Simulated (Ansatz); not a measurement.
# H2O on Nb(110), shortbridge start, 2x2 cell: photoemission fingerprints, part 4 of 5

What would XPS and UPS show for H2O on Nb(110), shortbridge start, 2x2 cell?

Ansatz 0.2.0; DFT, PBE, plane-wave PAW, default files, scalar-relativistic.

So far, work function, upper face (eV): step 2 (the clean face) 4.48; step 3 (relaxation) 2.84.

### 4. Layer-resolved bands, DOS and potential (continued)

Simulated valence spectra by photon energy, shown to 13 eV, since a deeper line would dwarf them at some energies; the 100 % can be that line's tail at the edge; this run's widths, added to any smearing of the DOS itself: Gaussian 0.6 eV, Lorentzian 0.2 eV plus 0.05 an eV of depth. The intensity by binding energy, zero at the Fermi level; values in % of the maximum within 13 eV:

```tsv
binding energy (eV)	21.2 eV	40.8 eV	100 eV	1486.7 eV	8047.8 eV
-1.0	3.10	3.41	1.19	3.24	3.93
-0.5	9.50	9.94	2.86	9.76	11.2
0.0	47.2	48.3	12.5	48.3	54.7
0.5	88.2	90.7	22.9	89.7	98.4
1.0	98.0	99.5	23.4	98.2	95.8
1.5	92.9	91.4	20.6	92.9	85.4
2.0	69.4	69.0	16.6	70.3	74.1
2.5	67.8	67.5	17.5	70.4	90.0
3.0	52.9	52.2	15.0	56.7	87.7
3.5	28.4	28.9	10.3	32.2	65.1
4.0	9.62	11.7	6.68	12.3	37.8
4.5	4.09	7.26	6.48	5.81	23.8
5.0	2.81	8.29	9.38	3.52	15.4
5.5	3.64	18.5	23.5	2.48	9.16
6.0	8.95	58.5	76.9	2.52	5.14
6.5	9.84	66.2	87.4	2.35	3.73
7.0	3.87	24.6	32.2	1.34	2.49
7.5	2.52	15.5	20.6	1.13	2.21
8.0	4.81	31.7	42.9	1.70	2.94
8.5	8.87	60.0	81.8	2.72	4.27
9.0	5.35	36.6	49.8	1.81	3.07
9.5	1.85	13.5	18.1	0.916	1.89
10.0	0.887	8.71	11.4	0.685	1.59
10.5	0.565	10.9	14.0	0.660	1.53
11.0	0.411	23.9	30.7	0.821	1.59
11.5	-	46.8	60.1	1.14	1.75
12.0	-	35.2	45.1	0.966	1.71
12.5	-	13.5	17.4	0.658	1.62
```

Maxima picked by a test of local sharpness, so broad peaks and shoulders can be missing; peaks within 0.45 eV of a curve's cut are left out. Valence peaks, by row:

```tsv
photon energy (eV)	binding energy (eV)	height (% of the maximum within 13 eV)	main shell	its share (%)
21.2	8.55	8.962	O 2p	85.02
21.2	6.3	11.26	O 2p	88.08
21.2	2.35	68.47	Nb 4d	99.41
21.2	1.2	100	Nb 4d	99.56
40.8	23.55	10.95	O 2s	71.63
40.8	11.6	48.43	O 2p	92.89
40.8	8.55	60.7	O 2p	94.93
40.8	6.3	75.77	O 2p	97.76
40.8	2.35	68.28	Nb 4d	95.96
40.8	1.15	100	Nb 4d	97.39
100	23.55	40.33	O 2s	94.04
100	11.6	62.18	O 2p	97.02
100	8.55	82.75	O 2p	93.4
100	6.3	100	O 2p	99.33
100	2.5	17.56	Nb 4d	69.46
100	0.75	23.91	Nb 4d	72.78
1487	23.6	9.023	O 2s	73.39
1487	2.4	70.79	Nb 4d	94.66
1487	1.2	100	Nb 4d	97.91
8048	23.7	20.96	O 2s	51.51
8048	8.55	4.296	O 2s	32.01
8048	2.7	92.14	Nb 4d	53.27
8048	0.6	100	Nb 4d	69.93
```

The planar mean, electrostatic potential oscillates, so the rows of the table below give means over windows of 2.37 Å about each position, cut where the curve ends. Its maxima inside the range that stand out by 2 % of the span (Å: eV): 1.5: 4.54, 8.6: -1.13, 11.0: -1.08, 13.3: -1.77, 15.9: 1.23. Its minima: 7.6: -21.5, 9.8: -21.4, 12.2: -21.4, 14.4: -21.4, 16.9: 0.272.

From the Fermi level. The planar mean, electrostatic potential by z; means over each step:

```tsv
z (Å)	planar mean, electrostatic potential (eV)
1.19	4.22
3.56	4.51
5.93	0.0633
8.29	-10.9
10.67	-10.9
13.04	-11.7
15.41	-7.05
17.77	2.02
20.14	2.83
22.52	2.90
```

The intensity has structure finer than the step of the table below, so its rows give means over 1 eV, whole bins alone (the curve runs from -30.0 to 1.43 eV). Peaks (eV: height): O K -11.6: 62.2, -8.6: 78.6, -6.3: 99.8; O K, E along x -11.6: 96.5, -6.3: 138; O K, E along y -11.6: 86.5, -6.3: 154; O K, E along z -8.6: 225; Nb L-beta2 -1.3: 100.0.

Shapes are the site's partial DOS without matrix elements, which overweights lines from ligand s bands. The intensity by emission energy less the core level's binding energy, zero at the Fermi level; means over each step; values in % of the unpolarised maximum:

```tsv
emission energy less the core level's binding energy (eV)	O K	O K, E along x	O K, E along y	O K, E along z	Nb L-beta2
-29	0.110	0.0946	0.0923	0.145	0.268
-28	0.131	0.105	0.102	0.185	0.246
-27	0.164	0.118	0.114	0.259	0.240
-26	0.232	0.133	0.128	0.435	0.250
-25	0.448	0.152	0.146	1.04	0.274
-24	1.09	0.176	0.169	2.91	0.308
-23	1.03	0.205	0.197	2.68	0.329
-22	0.482	0.243	0.231	0.972	0.342
-21	0.359	0.293	0.278	0.506	0.366
-20	0.367	0.361	0.340	0.401	0.400
-19	0.425	0.456	0.428	0.392	0.445
-18	0.528	0.597	0.558	0.429	0.499
-17	0.696	0.820	0.763	0.504	0.566
-16	0.984	1.21	1.12	0.626	0.648
-15	1.55	2.00	1.83	0.820	0.751
-14	2.97	4.08	3.70	1.14	0.882
-13	9.62	14.3	12.9	1.71	1.06
-12	45.7	70.8	63.4	2.91	1.29
-11	36.4	54.3	48.8	6.02	1.59
-10	14.0	10.6	9.70	21.9	2.04
-9	52.2	5.28	5.27	146	2.73
-8	49.0	8.12	8.79	130	3.66
-7	46.6	57.2	63.8	18.6	5.18
-6	74.1	102	114	5.73	8.11
-5	12.0	15.5	17.2	3.30	14.8
-4	3.84	4.20	4.63	2.69	32.5
-3	3.34	3.39	3.53	3.12	63.9
-2	2.88	2.69	2.81	3.13	90.2
-1	2.54	2.27	2.44	2.88	96.4
0	1.46	1.43	1.44	1.39	64.4
```

Sums over each group's atoms; left-over states aren't shared out by site; the window's lower edge cuts through Nb 4p, whose entries are artefacts of the cut. Site centres, by row:

```tsv
group	element	shell	occupied states	centre of occupied part (eV)	centre up to the window's top (eV)
adsorbate	H	1s	1.199	-14.55	-11.84
adsorbate	O	2s	1.641	-21.5	-20.42
adsorbate	O	2p	4.964	-8.568	-8.491
layer 1	Nb	5s	2.926	-2.879	-2.178
layer 1	Nb	4p	2.005	-29.91	-29.91
layer 1	Nb	4d	16.9	-1.637	-1.056
layer 2	Nb	5s	2.677	-3.104	-2.705
layer 2	Nb	4p	8.424	-29.86	-29.86
layer 2	Nb	4d	16.69	-1.768	-1.349
layer 3	Nb	5s	2.695	-3.096	-2.688
layer 3	Nb	4p	6.816	-29.88	-29.88
layer 3	Nb	4d	16.66	-1.722	-1.296
other layers	Nb	5s	2.988	-2.496	-1.8
other layers	Nb	4p	1.127	-29.93	-29.93
other layers	Nb	4d	16.81	-1.42	-0.8559
```

Window up to 1.4 eV; the window's lower edge cuts through Nb 4p, whose entries are artefacts of the cut. Shell moments, by row:

```tsv
element	shell	occupied states an atom	centre of occupied part (eV)	rms width of occupied part (eV)	centre up to the window's top (eV)	rms width up to the window's top (eV)
H	1s	0.5993	-14.55	7.445	-11.84	8.954
O	2s	1.641	-21.5	5.907	-20.42	7.501
O	2p	4.964	-8.568	2.71	-8.491	2.829
Nb	5s	0.7054	-2.883	2.254	-2.302	2.447
Nb	4p	1.148	-29.88	0.1023	-29.88	0.1023
Nb	5p*	0.1221	-1.932	2.474	-0.6727	2.291
Nb	4d	4.191	-1.636	1.519	-1.129	1.669
```

The spectra weight each projected shell by its atomic cross section (Dirac–Hartree–Slater) and angular factor, for unpolarised light with the analyser at 60° from the beam. Broadening, on top of any smearing of the DOS itself: a Gaussian of 0.6 eV and a Lorentzian of 0.2 eV plus 0.05 times the binding energy (full widths), Fermi edge at 300 K. Each atom is damped by exp[−depth/(λ cos θ)], θ = 60° from the normal, λ from the universal curve. Curves are cut 10 eV under the photon energy, above any shell that the free atom's threshold puts out of reach, or at the lower edge of the window: 11.2 eV at 21.2 eV, 30 eV at 40.8 eV, 30 eV at 100 eV, 30 eV at 1486.7 eV and 30 eV at 8047.8 eV. A star in tables and legends marks shells that hold the states left over by the projection (0.8 % of the filled ones), a stand-in for orbitals that the files don't project on. Dipole terms alone, which is rough above 3 keV; no background, satellites or final-state effects.

Share of each shell in the spectrum's area (%), by photon energy:

```tsv
shell	21.2 eV	40.8 eV	100 eV	1486.7 eV	8047.8 eV
H 1s	0.4	1.9	1.1	0.0	0.0
O 2s	0.0	3.5	19.4	3.5	2.6
O 2p	7.4	41.6	63.8	0.7	0.1
Nb 5s	0.1	0.2	1.2	3.1	13.6
Nb 4p	0.0	4.5	4.1	34.5	63.6
Nb 4d	92.1	48.3	10.3	58.0	19.8
```

The window's lower edge cuts through Nb 4p, so the shares at energies that reach it are artefacts of the cut.

Cross sections used, in Mb an electron:

```tsv
shell	21.2 eV	40.8 eV	100 eV	1486.7 eV	8047.8 eV
H 1s	1.9	0.29	0.019	3.0e-6	9.6e-9
O 2s	-	0.40	0.26	9.4e-4	7.3e-6
O 2p	2.7	1.6	0.29	6.3e-5	9.4e-8
Nb 5s	0.024	0.027	0.014	2.0e-4	7.0e-6
Nb 4p	-	0.81	0.070	0.0026	4.0e-5
Nb 4d	5.1	1.1	0.023	6.5e-4	1.8e-6
```

Regions along c: top from 13.5 to 21.0 Å, middle from 10.4 to 13.5 Å, bottom from 3.5 to 10.4 Å.

States with weight above 0.08 nearest the zero at (0,½) of the zone, within the window kept, -6.3 to 1.7 eV (levels that the program groups as degenerate share a row):

```tsv
E (eV)	weight, total	weight, top	weight, middle	weight, bottom
-2.38	0.91	0.22	0.21	0.47
-1.39	0.42	0.07	0.22	0.13
-1.32	0.57	0.09	0.29	0.20
-0.79	0.44	0.14	0.13	0.17
-0.60	0.34	0.08	0.11	0.14
-0.53	0.25	0.06	0.08	0.11
-0.12	0.92	0.25	0.17	0.51
1.50	0.67	0.22	0.14	0.31
1.62	0.09	0.03	0.02	0.04
1.66	0.20	0.07	0.05	0.08
```

The largest force component on a free atom is 0.043 eV/Å, a little over the usual target of 0.03 eV/Å. At the Fermi level the DOS is 21.79 states/eV a cell, and on the broadened curves Nb 4d holds 84 % of the total there.

### 5. Core levels by total-energy differences

XPS shifts tell sites apart. Each chosen atom gets a core hole in a self-consistent pass of its own.

input.yaml reads:

```yaml
crystal:
  lattice:
    - [6.62, 0.0, 0.0]
    - [3.31, 4.6810468915, 0.0]
    - [0.0, 0.0, 24.0215703372]
  atoms:
    - { symbol: H, position: [0.1456876146, 0.1355498352, 0.7083411503] }
    - { symbol: H, position: [0.8474614212, 0.3733902255, 0.7074398779] }
    - { symbol: O_h, position: [-0.0022511654, 0.2518931625, 0.6848775136] }
    - { symbol: Nb, position: [0.0013047674, -0.0090801809, 0.6031989216] }
    - { symbol: Nb, position: [0.5132957277, -0.01360018, 0.5993133209] }
    - { symbol: Nb_h, position: [-0.0019470966, 0.509339107, 0.6031584603] }
    - { symbol: Nb_h, position: [0.4857268325, 0.5140586662, 0.5992994296] }
    - { symbol: Nb, position: [0.7501275607, 0.4999994208, 0.5075401257] }
    - { symbol: Nb, position: [0.2479177969, 0.5036320128, 0.5070539172] }
    - { symbol: Nb, position: [0.7519104552, -0.0034678698, 0.5070813385] }
    - { symbol: Nb, position: [0.2496594223, 0.0001759013, 0.5075204773] }
    - { symbol: Nb_h, position: [0.0, 0.0, 0.409653628] }
    - { symbol: Nb, position: [0.5, 0.0, 0.409653628] }
    - { symbol: Nb, position: [0.0, 0.5, 0.409653628] }
    - { symbol: Nb, position: [0.5, 0.5, 0.409653628] }
    - { symbol: Nb, position: [0.75, 0.5, 0.312219388] }
    - { symbol: Nb, position: [0.25, 0.5, 0.312219388] }
    - { symbol: Nb, position: [0.75, 0.0, 0.312219388] }
    - { symbol: Nb, position: [0.25, 0.0, 0.312219388] }
kpoints:
  mp_grid: { grid: [8, 8, 1] }
scf:
  occupations: { method: fermi_dirac, width: 0.05 }
  n_extra_bands: 15
hamiltonian:
  xc: pbe
  pseudopotentials: { kind: paw }
output:
  forces: true
  write_potential: true
  volumetric_format: []
  core_levels:
    shells: { O_h: "1s", Nb_h: "3d" }
    counted_from: fermi_level
    add_spin: false
efield:
  axis: 3
  dipole_correction: true
```

Run with:

```bash
$ ansatz run input.yaml --threads 8 --pin off --max-ram 20480MiB --backend cpu --events-out ev --progress --plain --runs-dir out
```

Numbers of over 12 decimals in the logs are rounded to 6 here.

The program printed:

```text
[...]
Crystal: 19 atoms, lattice volume = 744.393 Å³
Basis set: ecut = 420 eV, 14601 PW (Γ), exchange–correlation on 90×80×324 points (8 copies of the dense FFT grid, shifted against one another)
Bands: 123, of which v1, the nominal top of the filled ones, is band 108 counted from 1 (107 counted from 0)
Symmetry: 1 space group operations
[...]
k-points: 34 of 64 (time reversal used)
[...]
SCF iter   1: F=—  HF=-73428.471733 eV  |F-HF|=—  |Δ(HF+E_count)|=         —  Δρ=8.07e-3  dr2=8.45e0  ethr=1.77e-3  p=0.372 e·Å  D=9.04e-2 V/Å  ΔV_dip=-2.17 eV  dr2_dipole=2.38e0  V_vac-E_F(+/−)=2.74/4.91 eV  ⟨swp⟩=10.9  Hψ=18783  notcnv=0  defer=3
[...]
SCF iter   9: F=-73428.176832 eV  HF=-73428.176832 eV  |F-HF|=6.62e-9  |Δ(HF+E_count)|=   6.57e-8  Δρ=8.94e-7  dr2=8.05e-9  ethr=4.63e-11  p=0.290 e·Å  D=7.06e-2 V/Å  ΔV_dip=-1.70 eV  dr2_dipole=3.84e-10  V_vac-E_F(+/−)=2.84/4.53 eV  ⟨swp⟩=22.3  Hψ=34179  notcnv=0
[...]
SCF 1 converged in 9 iterations: F = -73428.176832 eV  dr2 = 8.05e-9
[...]
── core hole 1/4: 1s of O_h 2 ──
── 1s of O_h 2: 533.180 eV over the cell without the hole, in 13 iterations ──
── core hole 2/4: 3d of Nb_h 5 ──
── 3d of Nb_h 5: 201.657 eV over the cell without the hole, in 12 iterations ──
── core hole 3/4: 3d of Nb_h 6 ──
── 3d of Nb_h 6: 201.527 eV over the cell without the hole, in 12 iterations ──
── core hole 4/4: 3d of Nb_h 11 ──
── 3d of Nb_h 11: 201.428 eV over the cell without the hole, in 11 iterations ──
SCF converged after 9 iterations
Free energy (F): -73428.176832 eV
[...]
Internal energy: -73427.998895 eV  (E = F + TS)
E sigma→0 (E₀):  -73428.087864 eV
Entropy (-TS):   -0.177938 eV (-9.365 meV/atom)
Fermi energy:    5.010878 eV
Dipole field:    D = 0.070552 V/Å  (p = 0.290235 e·Å, saw-weighted, corrected)
Work function:   Φ+ = 2.8400 eV   Φ− = 4.5347 eV
[...]
--- Forces (eV/Å), atoms counted from 1 ---
  atom   1  H        0.00004567     0.00234132    -0.00162682
  atom   2  H        0.00185630    -0.00560692    -0.00120137
  atom   3  O_h     -0.00049025     0.00022355     0.00227372
  atom   4  Nb       0.00403955     0.00373018    -0.01099176
  atom   5  Nb       0.00913302     0.01610378    -0.04172770
  atom   6  Nb_h    -0.00007920    -0.00437098    -0.01016238
  atom   7  Nb_h    -0.00759125    -0.01763783    -0.04194313
  atom   8  Nb      -0.00634682    -0.00179105     0.01930778
  atom   9  Nb      -0.00424208     0.00474971     0.04307352
  atom  10  Nb      -0.00041072    -0.00271749     0.04202549
  atom  11  Nb       0.00296845     0.00260137     0.02219749
  atom  12  Nb_h    -0.01412102     0.04420951    -0.40644092
  atom  13  Nb      -0.03502538    -0.02309137    -0.46643889
  atom  14  Nb       0.01398491    -0.04263635    -0.40601946
  atom  15  Nb       0.03687907     0.02396775    -0.46542066
  atom  16  Nb      -0.02643985    -0.00498050     0.41900447
  atom  17  Nb      -0.00881709     0.02770053     0.44237184
  atom  18  Nb       0.00869113    -0.02773930     0.44265846
  atom  19  Nb       0.02596502     0.00494482     0.41903575
  max |Σ_I F_I| component: 2.45e-5 eV/Å
--- Band table (eV; the first three rows and the last of 34) ---
  k-point 0: bands = [... 104 lower, 5.1755, 5.1930, 5.2352, 5.2916, 5.5669, 5.6160, 6.4015, 6.5085, ... 11 higher]
  k-point 1: bands = [... 104 lower, 5.1809, 5.1880, 5.2404, 5.2711, 5.4599, 5.5339, 6.0483, 6.1164, ... 11 higher]
  k-point 2: bands = [... 104 lower, 5.0075, 5.0650, 5.0780, 5.0998, 5.3632, 5.4113, 5.4907, 5.5186, ... 11 higher]
  k-point 33: bands = [... 104 lower, 4.5866, 4.6438, 4.6935, 4.6979, 4.7359, 4.7637, 5.2061, 5.2381, ... 11 higher]
--- Core levels from the Fermi level (as output.core_levels.counted_from types it; a hole's nearest image at 5.7 Å) ---
  the holes have no spin, as output.core_levels.add_spin types it
  atom         alike  shell      binding/eV   shift/eV difference/eV images/eV   SCF
  O_h 2            1     1s         533.180     +0.000       533.180         –    13
  Nb_h 5           1     3d         201.657     +0.000       201.657         –    12
  Nb_h 6           1     3d         201.527     -0.130       201.527         –    12
  Nb_h 11          1     3d         201.428     -0.229       201.428         –    11
  the dataset of O_h with a 1s hole: scattering error 0.001 eV (0.001 eV in the local channel); free atom: scalar-relativistic, large and small components
  the dataset of Nb_h with a 3d hole: scattering error 0.003 eV; free atom: scalar-relativistic, large and small components
  the two lines of Nb_h's 3d: 3d3/2 +1.656 eV and 3d5/2 -1.104 eV off its levels, 2 : 3 in strength
```

The job ended after 9.8 min (8 threads of Arm Neoverse V1, shared host; peak memory 4.8 GiB; 75 min of CPU time).

Each level is the free energy with the hole less that without it. The electron goes to the Fermi level, so the difference is a binding energy from E_F. The hole's nearest image is 5.7 Å away, and the holes carry no spin, so absolute levels are rough.

```tsv
atom	region	shell	level (eV)	shift (eV)	potential at nucleus, shift (V)	j lines (eV)	doubts
O3	adsorbate	1s	533.18	-	+0.00	-	-
Nb6	layer 1	3d	201.66	+0.23	+0.47	203.31 / 200.55	-
Nb7	layer 1	3d	201.53	+0.10	+0.31	203.18 / 200.42	-
Nb12	layer 3	3d	201.43	+0.00	+0.00	203.08 / 200.32	-
```

Levels of p, d and f shells are means over their two j lines, weighted by degeneracy; the splitting comes from the atom's own solve. Shifts count from the last listed atom of each element. A higher potential at the nucleus binds core electrons more tightly, so that column is a rough initial-state shift.

The Nb 3d lines of the listed atoms alone (other atoms of the cell aren't counted), as Gaussians 0.3 eV wide, no depth weighting. The intensity by Nb 3d level; read off at these points:

Nb 3d level (eV), intensity (%) and a bar:
```
   199.80          0 
   200.00          2 #
   200.20         37 ###########
   200.40         99 ##############################
   200.43        100 ##############################
   200.60         60 ##################
   200.80          7 ##
   201.00          0 
   201.20          0 
   201.40          0 
   201.60          0 
   201.80          0 
   202.00          0 
   202.20          0 
   202.40          0 
   202.60          0 
   202.80          3 #
   203.00         34 ##########
   203.20         66 ####################
   203.40         31 #########
   203.60          2 #
   203.80          0 
   204.00          0
```

[end of part 4 of 5]

[Logs are printed without paths, hosts, clocks, repeated set-up lines and the standing remarks that a program may print on its own settings, such as how far it seeks lower states.]

[Hosts, paths, dates, database ids (printed as entryN), source tags and the programs' standing remarks are cut or masked in the printed files.]

[Maps of the electrostatic potential energy from Ansatz leave out the sawtooth potential of an applied field or a dipole correction, so their vacuum need not be flat; work functions include it.]
